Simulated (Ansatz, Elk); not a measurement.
**TiMnAg2S4: X-ray structure factors from the self-consistent density**

Structure refinements treat a crystal as free atoms side by side. For a made-up structure of TiMnAg2S4 (cell and positions from a PBEsol relaxation) the runs below show what the calculated density changes in F(hkl).

Program: Elk 11.2.3 (patched build). Level of theory: DFT, PBE, all-electron APW+lo, Dirac cores, scalar-relativistic bands, static density, ferromagnetic start. Results are calculated unless marked as measured.

This account leaves out most program logs.

The structure was built from a prototype and need not be the compound's stable phase.

## 1. Set-up

Symmetry: I-42m, No. 121, tetragonal system. Conventional cell: a = 5.500 Å, b = 5.500 Å, c = 11.232 Å, α = 90.00°, β = 90.00°, γ = 90.00°. Ag has 4 S at 2.49 Å nearest. Mn has 4 S at 2.35 Å nearest. Nearest to Ti lie 4 S at 2.28 Å. Nearest to S lie 1 Ti at 2.28 Å and 1 Mn at 2.35 Å and 2 Ag at 2.49 Å. Farther neighbours and most contacts between anions are not listed.

## 2. Ground state and structure factors

An all-electron density is needed, since X-rays see the cores too. Task 0 finds the density and task 195 Fourier-transforms it; tshift is off so that phases refer to the origin typed.

elk.in

```
tasks
  0
  195
  196

xctype
  20

spinpol
  .true.

rgkmax
  7.0

gmaxvr
  14.0

lmaxo
  7

lmaxapw
  8

swidth
  0.002

tshift
  .false.

ramdisk
  .false.

hmaxvr
  5.5

maxscl
  120

epspot
  1e-06

reducebf
  0.8

sppath
  './'

avec
  -5.19666063735 5.19666063735 10.61310395293
  5.19666063735 -5.19666063735 10.61310395293
  5.19666063735 5.19666063735 -10.61310395293

atoms
  4
  'Ag.in'
  2
  0.7500000000 0.2500000000 0.5000000000   0.000000 0.000000 0.000000
  0.2500000000 0.7500000000 0.5000000000   0.000000 0.000000 0.000000
  'Mn.in'
  1
  0.0000000000 0.0000000000 0.0000000000   0.000000 0.000000 -0.190000
  'Ti.in'
  1
  0.5000000000 0.5000000000 0.0000000000   0.000000 0.000000 0.000000
  'S.in'
  4
  0.1433867094 0.1433867094 0.5110455299   0.000000 0.000000 0.000000
  0.6323411795 0.6323411795 0.4889544701   0.000000 0.000000 0.000000
  0.3676588205 0.8566132906 0.0000000000   0.000000 0.000000 0.000000
  0.8566132906 0.3676588205 0.0000000000   0.000000 0.000000 0.000000

ngridk
  5 5 5
```

Command:

```bash
> OMP_NUM_THREADS=4 elk
```

Elapsed: 10 min, on 4 threads of AMD EPYC 9R14 (Zen 4), shared host; peak memory 0.76 GiB.

SFACRHO.OUT:

```text

h k l indices transformed by vhmat matrix:
   1.000000000       0.000000000       0.000000000    
   0.000000000       1.000000000       0.000000000    
   0.000000000       0.000000000       1.000000000    

      h      k      l  multipl.   |H|            Re(F)            Im(F)           |F|

      0      0      0      1   0.0000000       205.00000      0.34658717E-15   205.00000    
      1      1     -1      2  0.59202146      -36.387361      0.23865065E-13   36.387361    
      0      1     -1      8  0.67312091       1.6481497      -0.0000000       1.6481497    
      0      0      1      4  0.85494960      -44.539992      0.62092898E-13   44.539992    
      2      0     -1      4   1.0399174       119.31410      -49.612970       129.21804    
      0     -2      1      4   1.0399174       119.31410       49.612970       129.21804    
      2      1     -1      8   1.0742768       4.0757308      0.48724508E-13   4.0757308    
     -2     -2      2      2   1.1840429       70.245765      0.79053028E-13   70.245765    
     -1      1     -1      4   1.2090813       67.491295      0.25480929E-13   67.491295    
      0     -2      2      8   1.3462418      -48.145574      0.17898799E-13   48.145574    
      0      1     -2      8   1.3838242       4.2344898      -2.0399532       4.7002461    
     -1      2     -1      8   1.3838242       4.2344898       2.0399532       4.7002461    
     -2     -2      3      4   1.4604439      -39.980029      -13.848095       42.310430    
     -3     -1      2      4   1.4604439      -39.980029       13.848095       42.310430    
     -2     -3      3      8   1.5987583       4.2440862     -0.56679530E-13   4.2440862    
      0     -3      2      8   1.6173893       2.1561791      -2.5249483       3.3203120    
      0      3     -2      8   1.6173893       2.1561791       2.5249483       3.3203120    
      3      1     -3      8   1.6922870       138.32810     -0.99934960E-13   138.32810
```

Elk indexes on the primitive cell of elk.in and gives |H| = 4π sin θ/λ in inverse bohr. Below, one row stands for each form hkl of the conventional cell (m members, Friedel mates merged), F is for one primitive cell and the density is static (no thermal factor). Free-atom factors are Waasmaier and Kirfel's, and R is Σm||F|−|F'||/Σm|F|.

```csv
hkl,m,sin θ/λ (Å⁻¹),"abs F, DFT",neutral atoms,diff.,abs of complex diff.
002,2,0.089,36.387,36.861,-0.474,0.474
101,8,0.101,1.648,1.708,-0.060,0.060
110,4,0.129,44.540,44.827,-0.287,0.287
112,8,0.156,129.218,129.110,+0.108,0.819
103,8,0.162,4.076,3.967,+0.108,0.108
004,2,0.178,70.246,70.986,-0.740,0.740
200,4,0.182,67.491,68.402,-0.911,0.911
202,8,0.202,48.146,48.201,-0.056,0.056
211,16,0.208,4.700,4.537,+0.163,0.164
114,8,0.220,42.310,42.381,-0.071,0.435
105,8,0.240,4.244,4.138,+0.107,0.107
213,16,0.243,3.320,3.183,+0.137,0.145
204,8,0.255,138.328,138.746,-0.418,0.418
220,4,0.257,139.516,140.012,-0.496,0.496
```

## 3. The magnetisation density

The same run holds the spin density, and task 196 transforms it. The order is that of the start, and no other was tried.

SFACMAG_1.OUT:

```text

h k l indices transformed by vhmat matrix:
   1.000000000       0.000000000       0.000000000    
   0.000000000       1.000000000       0.000000000    
   0.000000000       0.000000000       1.000000000    

      h      k      l  multipl.   |H|            Re(F)            Im(F)           |F|

      0      0      0      1   0.0000000       4.9996774      0.64909578E-17   4.9996774    
      1      1     -1      2  0.59202146       4.0634632     -0.12672489E-15   4.0634632    
      0      1     -1      8  0.67312091       3.4703324      0.39813951E-16   3.4703324    
      0      0      1      4  0.85494960       3.7290001     -0.14760357E-16   3.7290001    
      2      0     -1      4   1.0399174       3.4208017     -0.17320541E-02   3.4208021    
      0     -2      1      4   1.0399174       3.4208017      0.17320541E-02   3.4208021    
      2      1     -1      8   1.0742768       2.9833231      0.28525240E-15   2.9833231    
     -2     -2      2      2   1.1840429       2.9930556      0.21284684E-15   2.9930556    
     -1      1     -1      4   1.2090813       3.0843604     -0.15051616E-16   3.0843604    
      0     -2      2      8   1.3462418       2.7978375      0.87396479E-16   2.7978375    
      0      1     -2      8   1.3838242       2.5100100     -0.70252222E-01   2.5109929    
     -1      2     -1      8   1.3838242       2.5100100      0.70252222E-01   2.5109929    
     -2     -2      3      4   1.4604439       2.5190167      0.11196865       2.5215039    
     -3     -1      2      4   1.4604439       2.5190167     -0.11196865       2.5215039    
     -2     -3      3      8   1.5987583       2.1546444     -0.20246851E-15   2.1546444    
      0     -3      2      8   1.6173893       2.1061684     -0.10756080       2.1089131
```

The total moment is 5.00 μB a cell; sphere moments: Ag1 +0.04, Ag2 +0.04, Mn3 +4.08, Ti4 +0.26, S5 +0.02, S6 +0.02, S7 +0.02, S8 +0.02 μB. Polarised neutrons measure spin and orbital magnetisation together; without spin-orbit coupling the run gives the spin part:

```
hkl  sin θ/λ (Å⁻¹)  abs F_M (μB)
002          0.089         4.064
101          0.101         3.470
110          0.129         3.729
112          0.156         3.421
103          0.162         2.983
004          0.178         2.993
200          0.182         3.084
202          0.202         2.798
211          0.208         2.511
114          0.220         2.521
105          0.240         2.155
213          0.243         2.109
204          0.255         2.193
220          0.257         2.202
```

## 4. The highest occupied states alone

An energy window below the Fermi level keeps the highest occupied states, to see at which angles they scatter; shallow core shells can lie inside it and anion s states outside. No new self-consistency is needed.

Edit elk.in of step 2 so:

```diff
@@ -1,5 +1,3 @@
 tasks
-  0
   195
-  196
 
@@ -44,2 +42,5 @@
 
+wsfac
+  -0.265920 0.475080
+
 sppath
```

Command:

```bash
> OMP_NUM_THREADS=4 elk
```

Elapsed: 22 s, on 4 threads; peak memory 0.44 GiB; 32 s of CPU time.

States within 12 eV below the Fermi level hold 49.01 electrons; any levels below the window count with the cores. Their amplitudes can exceed the total, where window and core parts have opposite phase:

```
hkl  sin θ/λ (Å⁻¹)  abs F, window  abs F, all
002          0.089          7.979      36.387
101          0.101          2.594       1.648
110          0.129          9.042      44.540
112          0.156         19.786     129.218
103          0.162          2.780       4.076
004          0.178         10.467      70.246
200          0.182          9.926      67.491
202          0.202          6.808      48.146
211          0.208          2.418       4.700
114          0.220          5.460      42.310
```

## 5. Another functional

The difference from free atoms is small, so it is set against the change that PBEsol makes.

Edit elk.in of step 4 so:

```diff
@@ -1,6 +1,8 @@
 tasks
+  0
   195
+  196
 
 xctype
-  20
+  22
 
@@ -42,5 +44,2 @@
 
-wsfac
-  -0.265920 0.475080
-
 sppath
```

Command:

```bash
> OMP_NUM_THREADS=4 elk
```

The job ended after 9.8 min (4 threads; peak memory 0.78 GiB).

## 6. Basis size

The basis and the expansions that go with it are enlarged, to see whether the differences are converged.

Edit elk.in of step 5 so:

```diff
@@ -6,3 +6,3 @@
 xctype
-  22
+  20
 
@@ -12,12 +12,12 @@
 rgkmax
-  7.0
+  8.5
 
 gmaxvr
-  14.0
+  18.0
 
 lmaxo
-  7
+  9
 
 lmaxapw
-  8
+  10
```

Command:

```bash
> OMP_NUM_THREADS=4 elk
```

It took 5.9 min on 4 threads; peak memory 1.3 GiB.

The run was cut off at its time limit.

## 7. With a Hubbard U

A Hubbard U is put on the d shell, to see how far it moves the factors.

Edit elk.in of step 6 so:

```diff
@@ -12,12 +12,12 @@
 rgkmax
-  8.5
+  7.0
 
 gmaxvr
-  18.0
+  14.0
 
 lmaxo
-  9
+  7
 
 lmaxapw
-  10
+  8
 
@@ -73 +73,5 @@
   5 5 5
+
+dft+u
+  1 1
+  2 2 0.143322 0.000000
```

Command:

```bash
> OMP_NUM_THREADS=4 elk
```

Elapsed: 3.5 min, on 4 threads; peak memory 0.76 GiB.

The run was cut off at its time limit.

## 8. Summary of results

```yaml
r_against_neutral_atoms_sin_theta_lambda_0p3_a_minus1: 0.46 %
r_against_neutral_atoms_0p3_to_0p66_a_minus1: 0.23 %
```

What this shows: Independent neutral atoms miss the calculated amplitudes by R = 0.46 % below 0.3 Å⁻¹ and 0.23 % from there to 0.66 Å⁻¹; by shells, 0.98 % below 0.15 Å⁻¹ (3 forms), 0.44 % 0.15 to 0.3 (16 forms), 0.29 % 0.3 to 0.45 (34 forms), 0.21 % above 0.45 (96 forms). Bonding, aspherical density and the tables' own atoms all enter these figures, and the runs don't part them. The largest change of an amplitude is -0.91 electrons, at 200. R counts amplitudes alone; phases shift too. The magnetic order is that of the start. No other order was tried here, and an antiferromagnetic one would change or move the magnetic intensity. The window's part falls from 49.0 electrons at the origin to at most 1.49 between 0.45 and 0.66 Å⁻¹, where compact states inside the window still scatter. The basis has no finished test. The k-mesh has no finished test. Part of the difference isn't bonding: the tables are fits to free atoms and ions calculated by other methods than this functional. Thermal motion, anomalous dispersion and extinction are left out.

[Logs are printed without paths, hosts, clocks, repeated set-up lines and the standing remarks that a program may print on its own settings, such as how far it seeks lower states.]

[Hosts, paths, dates, database ids (printed as entryN), source tags and the programs' standing remarks are cut or masked in the printed files.]
